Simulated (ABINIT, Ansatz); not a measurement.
# Tc (P6_3/mmc): phonons by linear response, part 4 of 4

How does Tc (P6_3/mmc) vibrate, and is this structure a minimum?

ABINIT 10.8.3; DFT LDA, scalar-relativistic, plane waves, PseudoDojo norm-conserving pseudopotentials.

So far, highest frequency (cm⁻¹): step 7 (dispersion) 250.

### 9. A second program

A second program on the same cell, potentials, cutoff and meshes tests the implementation of the phonon response, not its convergence.

This step: DFT LDA, scalar-relativistic, plane waves, PseudoDojo norm-conserving pseudopotentials (Ansatz 0.2.0).

Input file input.yaml:

```yaml
crystal:
  lattice:
    - [2.7124053682, 0.0, 0.0]
    - [-1.3562026841, 2.3490119542, 0.0]
    - [0.0, 0.0, 4.328648192]
  atoms:
    - { symbol: Tc, position: [0.3333333333, 0.6666666667, 0.25] }
    - { symbol: Tc, position: [0.6666666667, 0.3333333333, 0.75] }
kpoints:
  mp_grid: { grid: [12, 12, 6] }
hamiltonian:
  xc: lda
  pseudopotentials: { kind: nc, accuracy: standard }
scf:
  occupations: { method: gaussian, width: 0.27211 }
output:
  eigenvalues: true
basis:
  ecutwfc: 1034.033
phonons:
  method: dfpt
  qmesh: [3, 3, 2]
  temperatures: { t_max: 1000, t_step: 50 }
  qpath:
    path:
      - [[0.0, 0.0, 0.0], [0.5, 0.0, 0.0], [0.33333333, 0.33333333, 0.0], [0.0, 0.0, 0.0], [0.0, 0.0, 0.5], [0.5, 0.0, 0.5], [0.33333333, 0.33333333, 0.5], [0.0, 0.0, 0.5]]
      - [[0.5, 0.0, 0.5], [0.5, 0.0, 0.0]]
      - [[0.33333333, 0.33333333, 0.5], [0.33333333, 0.33333333, 0.0]]
    npoints: 10
  electrical_resistivity: { temperatures: [77, 300], mesh: [24, 24, 12] }
```

The run is started by

```console
> ansatz run input.yaml --threads 16 --pin off --max-ram 32768MiB --backend cpu --events-out ev --progress --plain --runs-dir out
```

Numbers of over 12 decimals in the logs are rounded to 6 here.

Output:

```text
Warning: basis.ecutwfc = 1034.033 eV is below the records' recommended 1197.300995 eV, and the density's cutoff is lower with it unless basis.ecutrho_ratio is high enough to keep the records' density cutoff: compare with a run at a higher cutoff
Engine: ansatz 0.2.0, aarch64-unknown-linux-gnu
Pseudopotentials: kind: nc
Pseudopotential: Tc, nc, valence charge 15, recommended cutoff 1197.300995 eV (normal), Tc.nc.azcp (PseudoDojo's, or run here from an input of PseudoDojo's; its table is named by hamiltonian.pseudopotentials.accuracy)
Functional definition: SPW92
  exchange = slater_x
  correlation = pw_c
Crystal: 2 atoms, lattice volume = 27.580 Å³
Basis set: ecut = 1034.033 eV, 2069 PW (Γ), exchange–correlation on 60×60×96 points (8 copies of the dense FFT grid, shifted against one another)
Bands: 19, of which v1, the nominal top of the filled ones, is band 15 counted from 1 (14 counted from 0)
Symmetry: 24 space group operations
k-points: 76 of 864
Non-local potential: Tc, projectors of the file, l = 0: 2, l = 1: 2, l = 2: 2
Initial density: superposition of atomic densities (chi_scale 0.1, normalization cell)
Initial wavefunctions: pseudopotential atomic-orbital guess
Functional: x = slater, c = lda
SCF iter   1: F=—  HF=-4622.150857 eV  |F-HF|=—  |Δ(HF+E_count)|=         —  Δρ=5.58e-2  dr2=7.91e-1  ethr=3.10e-3  ⟨swp⟩=5.9  Hψ=6971  notcnv=0
preconditioner: auto → none  [metal: Δε(μ)=0.068 eV  Ē_g=5.502 eV  σ=0.272 eV  W_gap=0.14  n_scr=8 (ndim 8)  ℏωp=26.5 eV  f_vac=0.000  D(μ)=2.06/eV (n_scr^D=22)  sad-step TF]
SCF iter   2: F=—  HF=-4621.916308 eV  |F-HF|=—  |Δ(HF+E_count)|=   2.35e-1  Δρ=2.46e-2  dr2=1.53e-1  ethr=2.64e-3  ⟨swp⟩=2.9  Hψ=2816  notcnv=0  defer=2
SCF iter   3: F=—  HF=-4621.860426 eV  |F-HF|=—  |Δ(HF+E_count)|=   5.59e-2  Δρ=2.67e-3  dr2=8.23e-4  ethr=5.10e-4  ⟨swp⟩=2.8  Hψ=2549  notcnv=0  defer=2
SCF iter   4: F=—  HF=-4621.860332 eV  |F-HF|=—  |Δ(HF+E_count)|=   9.42e-5  Δρ=3.93e-4  dr2=1.33e-5  ethr=2.74e-6  ⟨swp⟩=2.2  Hψ=2338  notcnv=0  defer=2
SCF iter   5: F=—  HF=-4621.860333 eV  |F-HF|=—  |Δ(HF+E_count)|=   6.91e-7  Δρ=6.72e-5  dr2=5.14e-7  ethr=4.44e-8  ⟨swp⟩=2.6  Hψ=2785  notcnv=0  defer=2
SCF iter   6: F=—  HF=-4621.860332 eV  |F-HF|=—  |Δ(HF+E_count)|=   9.60e-7  Δρ=5.38e-6  dr2=1.81e-9  ethr=1.71e-9  ⟨swp⟩=2.6  Hψ=2671  notcnv=0  defer=2
SCF iter   7: F=—  HF=-4621.860332 eV  |F-HF|=—  |Δ(HF+E_count)|=  6.22e-10  Δρ=6.50e-7  dr2=2.49e-11  ethr=6.02e-12  ⟨swp⟩=2.5  Hψ=2763  notcnv=0  defer=2
SCF iter   8: F=-4621.860332 eV  HF=-4621.860332 eV  |F-HF|=1.82e-12  |Δ(HF+E_count)|=  9.09e-12  Δρ=7.57e-8  dr2=1.04e-12  ethr=1.00e-12  ⟨swp⟩=8.7  Hψ=9284  notcnv=0
SCF 1 converged in 8 iterations: F = -4621.860332 eV  dr2 = 1.04e-12
NSCF: frozen V_eff on 76 k-points
NSCF: frozen V_eff on 172 k-points
DFPT response loops at q = (0, 0, 0) (fractional): preconditioner auto → Kerker (q_TF=auto, 2.767 Å⁻¹) (partly filled bands, converged f_vac=0.000); β = 1.00, the filter's whole step (`scf.mixing.beta` (0.50) is not read by the response loops under this deck's `scf.mixing.preconditioner`; to damp them name `kerker` or `kerker_dos`, under which they read `scf.mixing.beta`, and type it under 1.00, their step now; both keys bind the ground state too); Broyden in place of MSR1
NSCF: frozen V_eff on 344 k-points
DFPT response loops at q = (0, 0, -0.5) (fractional): mixed as the last ones told, above
NSCF: frozen V_eff on 624 k-points
DFPT response loops at q = (0, 0.333333, 0) (fractional): mixed as the last ones told, above
NSCF: frozen V_eff on 624 k-points
DFPT response loops at q = (0, 0.333333, -0.5) (fractional): mixed as the last ones told, above
NSCF: frozen V_eff on 624 k-points
DFPT response loops at q = (0.333333, 0.333333, 0) (fractional): mixed as the last ones told, above
NSCF: frozen V_eff on 624 k-points
DFPT response loops at q = (0.333333, 0.333333, -0.5) (fractional): mixed as the last ones told, above
SCF iter   1: F=—  HF=-4622.150857 eV  |F-HF|=—  |Δ(HF+E_count)|=         —  Δρ=5.58e-2  dr2=7.91e-1  ethr=3.10e-3  ⟨swp⟩=5.9  Hψ=6971  notcnv=0
SCF iter   2: F=—  HF=-4621.916308 eV  |F-HF|=—  |Δ(HF+E_count)|=   2.35e-1  Δρ=2.46e-2  dr2=1.53e-1  ethr=2.64e-3  ⟨swp⟩=2.9  Hψ=2816  notcnv=0  defer=2
SCF iter   3: F=—  HF=-4621.860426 eV  |F-HF|=—  |Δ(HF+E_count)|=   5.59e-2  Δρ=2.67e-3  dr2=8.23e-4  ethr=5.10e-4  ⟨swp⟩=2.8  Hψ=2549  notcnv=0  defer=2
SCF iter   4: F=—  HF=-4621.860332 eV  |F-HF|=—  |Δ(HF+E_count)|=   9.42e-5  Δρ=3.93e-4  dr2=1.33e-5  ethr=2.74e-6  ⟨swp⟩=2.2  Hψ=2338  notcnv=0  defer=2
SCF iter   5: F=—  HF=-4621.860333 eV  |F-HF|=—  |Δ(HF+E_count)|=   6.91e-7  Δρ=6.72e-5  dr2=5.14e-7  ethr=4.44e-8  ⟨swp⟩=2.6  Hψ=2785  notcnv=0  defer=2
SCF iter   6: F=—  HF=-4621.860332 eV  |F-HF|=—  |Δ(HF+E_count)|=   9.60e-7  Δρ=5.38e-6  dr2=1.81e-9  ethr=1.71e-9  ⟨swp⟩=2.6  Hψ=2671  notcnv=0  defer=2
SCF iter   7: F=—  HF=-4621.860332 eV  |F-HF|=—  |Δ(HF+E_count)|=  6.22e-10  Δρ=6.50e-7  dr2=2.49e-11  ethr=6.02e-12  ⟨swp⟩=2.5  Hψ=2763  notcnv=0  defer=2
SCF iter   8: F=-4621.860332 eV  HF=-4621.860332 eV  |F-HF|=9.09e-13  |Δ(HF+E_count)|=  7.28e-12  Δρ=7.65e-8  dr2=1.06e-12  ethr=1.00e-12  ⟨swp⟩=3.6  Hψ=4162  notcnv=0
SCF 2 converged in 8 iterations: F = -4621.860332 eV  dr2 = 1.06e-12
NSCF: frozen V_eff on 76 k-points
NSCF: frozen V_eff on 95 k-points
[...]
SCF converged after 8 iterations
Free energy (F): -4621.860332 eV
Harris-Foulkes:  -4621.860332 eV  (|F-HF|=1.82e-12)
Internal energy: -4621.784962 eV  (E = F + TS)
E sigma→0 (E₀):  -4621.822647 eV
Entropy (-TS):   -0.075370 eV (-37.685 meV/atom)
Fermi energy:    23.312598 eV
--- Per-component energies (eV) ---
  E_band       = -68.555531
  E_kinetic    = 1475.311857
  E_local      = -2604.233947  (includes V_loc(G=0)·N_el)
  E_nonlocal   = 561.035999
  E_hartree    = 586.313669
  E_xc         = -738.396450
  E_vxc        = -673.296798  (∫ρ·V_xc dr)
  E_ewald      = -3901.816091
  E_smearing   = -0.075370  (= −TS)
  E_closure    = 0.000000  (closes the sum)
  Σ components = -4621.860332   (vs F -4621.860332, Δ=0.00e0)
--- Band table (eV; the first three rows and the last of 76) ---
  k-point 0: bands = [... 11 lower, 21.6463, 21.7858, 22.4250, 22.4250, 23.1304, 23.1304, 25.1739, 25.9950]
  k-point 1: bands = [... 11 lower, 21.4989, 21.6174, 22.2334, 22.2334, 23.5520, 23.5520, 24.2923, 26.0142]
  k-point 2: bands = [... 11 lower, 21.3784, 21.3784, 21.8338, 21.8338, 22.5919, 24.4196, 24.4196, 25.8589]
  k-point 75: bands = [... 11 lower, 19.8750, 21.4858, 21.4858, 23.2029, 23.2029, 26.0628, 26.0628, 33.0514]
--- Phonons (Γ-DFPT): 2 representative perturbations + reference (Σ response iterations 8) ---
  ASR residual: 2.100e-4 → 0.000e0 eV/Å²; symmetrization residual: 1.137e-13 eV/Å²
  ASR residual per site (eV/Å²): 2.10e-4 2.10e-4
  Γ frequencies (cm⁻¹): 0.00 0.00 0.00 126.21 143.25 143.25
--- Phonons (arbitrary-q DFPT): 6 irreducible q on the 3×3×2 mesh ---
  q = [0.0000, 0.0000, 0.0000] (star 1, of the zone-centre solve; hermiticity 6.15e-14, symmetrization 3.08e-14): -0.00 -0.00 -0.00 126.21 143.25 143.25
  q = [0.0000, 0.0000, -0.5000] (star 1, 2 solved perturbations in 248 linear systems a pass and spin channel, the states on 172 of 864 k-point pairs; hermiticity 9.51e-14, symmetrization 1.83e-14): 104.45 104.45 104.45 104.45 217.13 217.13
  q = [0.0000, 0.3333, 0.0000] (star 6, 3 solved perturbations on 312 of 864 k-point pairs; hermiticity 6.75e-9, symmetrization 1.26e-13): 119.35 126.62 152.24 190.77 210.50 222.39
  q = [0.0000, 0.3333, -0.5000] (star 6, 3 solved perturbations on 312 of 864 k-point pairs; hermiticity 1.55e-8, symmetrization 3.14e-14): 150.33 150.33 150.57 150.57 226.62 226.62
  q = [0.3333, 0.3333, 0.0000] (star 2, 2 solved perturbations in 436 linear systems a pass and spin channel, the states on 312 of 864 k-point pairs; hermiticity 7.01e-11, symmetrization 7.01e-11): 176.13 192.32 192.32 198.73 232.95 232.95
  q = [0.3333, 0.3333, -0.5000] (star 2, 2 solved perturbations in 436 linear systems a pass and spin channel, the states on 312 of 864 k-point pairs; hermiticity 8.34e-9, symmetrization 5.91e-13): 79.84 79.84 200.56 200.56 231.67 231.67
  sum rule: each row above includes the acoustic sum rule's correction from the zone centre's row sums; it moved no ω² by more than (0.76 cm⁻¹)²
  mesh force constants: q→R imaginary residual 0.00e0; ASR residual 2.100e-4 → 0.000e0 eV/Å²; symmetrization residual 2.636e-15 eV/Å²
  interpolated dispersion: 93 rows × 6 modes
  density of states and harmonic sums: on the 27×27×14 q-mesh, interpolated from the force constants of a 3×3×2 supercell (no non-analytic term)
  largest difference from the sums on the solved wave vectors: F 2.85e-2 eV, S 4.28e-5 and C_V 1.43e-5 eV/K
  zero-point energy: 0.063609 eV/cell   skipped modes (ω ≤ 0): 3   left out of the sums: 4.90e-5 of the cell's modes: C_V's classical limit lies that fraction below 3 k_B per atom; for a crystal, a wire or a layer, F and S can be off by more, and a phonons.interpolated_qmesh denser along its periods is the remedy for the sampling
--- Electrical resistivity: potentials and phonons of a 3×3×2 supercell ---
  scattering by harmonic phonons alone, with no dipole-dipole term; scattering by other electrons, impurities, surfaces and spin disorder is left out, and so is spin–orbit coupling
  the resistivity is that of a variational response, whose dependence on the energy is improved iteratively
  at the Fermi level of each mesh (of a tensor a third of its trace):
           mesh   spin    states/(eV spin)  plasma energy (eV)         λ      λ_tr    ħω_log (meV)
       24×24×12                     0.8745              8.4568    0.8552    0.8148          18.738
        12×12×6                     0.9344              8.6606    0.9234    0.8819          18.762
          6×6×3                     0.8466              8.4968    0.7908    0.8050          19.014
  resistivity on the deck's mesh, µΩ·cm:
     T (K)       trace/3  mesh converged            xx            yy            zz    lowest order   relaxation time
     77.00      1.5665e0              no      1.7288e0      1.7288e0      1.2420e0        1.8646e0          1.6283e0
    300.00      1.3274e1              no      1.4789e1      1.4789e1      1.0243e1        1.3707e1          1.3519e1
  mean free path at 77 K (of a tensor a third of its trace): 39.1 nm by what each carries, 31.2 by the Fermi surface alone
  Hall coefficient in a weak field at 77 K (a third of the trace): 1.512e-10 m³/C (as a tensor it moves by 2.3 % between the two finest meshes); by each state's relaxation time: 1.507e-10 m³/C; by a constant relaxation time: 1.152e-10 m³/C
  mean free path at 300 K (of a tensor a third of its trace): 4.34 nm by what each carries, 3.70 by the Fermi surface alone
  Hall coefficient in a weak field at 300 K (a third of the trace): 1.503e-10 m³/C (as a tensor it moves by 1.2 % between the two finest meshes); by each state's relaxation time: 1.438e-10 m³/C; by a constant relaxation time: 1.142e-10 m³/C
  the resistivity times a path that all electrons share, by the Fermi surface of the deck's mesh alone (a third of the trace): 4.914e-16 Ω·m²
  not converged in the mesh (λ; λ_tr; the resistivity at 77 K by 11.42 %; the resistivity at 300 K by 9.40 %): between neighbouring meshes, the two finest first, λ moves by 7.97 % and 14.36 %, λ_tr by 8.27 % and 9.76 % and the resistivity by up to 11.42 % and 95.64 %; an estimate, no bound, puts it up to 9.4e-9 % above the Boltzmann equation's exact value after up to 4 iterations (at most 30 are made, fewer where the estimate is under 1.0e-6 % of each spin channel's own resistivity)
  vibrations of 18 cells: unjudged by the run; compare a larger repeat
  the changes of the potential over all sites missed a rigid shift's by 0.00 % (the site terms' by 0.00 %)
  at the force constants' own smearing the fine mesh and the k-points of their solves give squared frequencies that differ by 11.9 % of the larger at the most, at (0.3333, 0.3333, -0.5)
```

Run time: 3.9 min. Hardware: 16 threads of Arm Neoverse N1, shared host; peak memory 2.1 GiB; 58 min of CPU time.

Read from the output:

| Quantity | Value |
| --- | --- |
| sum-rule residual before enforcement | 2.10e-4 eV/Å² |
| mean frequency | 171 cm⁻¹ |
| Debye temperature (second moment) | 328 K |
| logarithmic mean frequency | 164.9 cm⁻¹ |
| highest optical zone-centre mode (no LO-TO term) | 143.2 cm⁻¹ |
| lowest optical zone-centre mode | 126.2 cm⁻¹ |
| lowest mode on the q mesh (acoustic ones at the zone centre apart) | 79.84 cm⁻¹ |
| zero-point energy per atom | 31.8 meV |
| heat capacity at 300 K | 23.52 J/(mol atoms K) |
| vibrational entropy at 300 K | 31.52 J/(mol atoms K) |

### 10. The two compared: ABINIT PseudoDojo and Ansatz, PseudoDojo

Worked out from the results:

```yaml
root_mean_square_difference: 0.91 cm⁻¹
largest_difference: 1.2 cm⁻¹
root_mean_square_difference_on_the_path: 0.9 cm⁻¹
largest_difference_on_the_path: 1.3 cm⁻¹
```

The 12 of 33 modes that differ most. Frequencies side by side:

```
q (reciprocal lattice)  mode  ABINIT PseudoDojo (cm⁻¹)  Ansatz, PseudoDojo (cm⁻¹)
            0.3333 0 0     4                     189.7                      190.8
            0.3333 0 0     5                     209.4                      210.5
            0.3333 0 0     6                     221.3                      222.4
       0.3333 0.3333 0     4                     197.7                      198.7
       0.3333 0.3333 0     5                     231.8                      232.9
       0.3333 0.3333 0     6                     231.8                      232.9
               0 0 0.5     5                       216                      217.1
               0 0 0.5     6                       216                      217.1
          0.3333 0 0.5     5                     225.5                      226.6
          0.3333 0 0.5     6                     225.5                      226.6
     0.3333 0.3333 0.5     5                     230.5                      231.7
     0.3333 0.3333 0.5     6                     230.5                      231.7
```

The interpolated bands of the two lie on top of each other.

At the solved wavevectors the largest difference (acoustic modes at Γ apart) is 0.5 % of the highest mode.

### 11. What came out

```yaml
space_group_after_relaxation: P6_3/mmc
volume_per_atom: 13.8 Å³
highest_optical_zone_centre_mode_no_lo_to_term: 142.6 cm⁻¹
lowest_optical_zone_centre_mode: 125.4 cm⁻¹
q_mesh: 3×3×2
lowest_mode_on_the_q_mesh_acoustic_ones_at_the_zone_centre_apart: 79.4 cm⁻¹
zero_point_energy_per_atom: 31.6 meV
heat_capacity_at_300_k: 23.5 J/(mol atoms K)
vibrational_entropy_at_300_k: 31.6 J/(mol atoms K)
imaginary_modes_on_the_q_mesh: none
largest_difference_from_ansatz_pseudodojo: 1.2 cm⁻¹
```

What this shows: Tc (P6_3/mmc) is dynamically stable on the 3×3×2 mesh; its spectrum reaches 250 cm⁻¹. At the LDA level the optical modes of Tc (P6_3/mmc) at the zone centre run from 125 to 143 cm⁻¹. Along axes with an odd number of divisions the mesh misses the zone-boundary points at one half, where instabilities often lie; those are only interpolated. The base run prints -0.66 GPa, mostly the error of a finite basis; the relaxation, with a smoothed and higher cutoff, had brought the cell to rest. ABINIT PseudoDojo and Ansatz, PseudoDojo differ by 0.9 cm⁻¹ in the root mean square and by 1.2 cm⁻¹ at most, 0.5 % of the highest mode compared (acoustic modes at Γ left out; ABINIT's values are those before the sum rule). These are harmonic frequencies at zero temperature: anharmonic shifts and linewidths and thermal expansion are left out. In a metal the frequencies hang on the k mesh and the smearing, most of all near Kohn anomalies. Ansatz warns that the cutoff lies 14 % under the one recommended for these files; agreement at one cutoff is not convergence. Electron-phonon sums were run after this but are left out, since no second program bore their λ out within 30 %; a λ that a log prints is not taken as a result. The q mesh stands for a supercell only 8.1 Å across, so branches between the solved wavevectors are rough.

[Host names and launcher messages were left out of these logs when they were recorded.]

[Logs are printed without paths, hosts, clocks, repeated set-up lines and the standing remarks that a program may print on its own settings, such as how far it seeks lower states.]

[Hosts, paths, dates, database ids (printed as entryN), source tags and the programs' standing remarks are cut or masked in the printed files.]
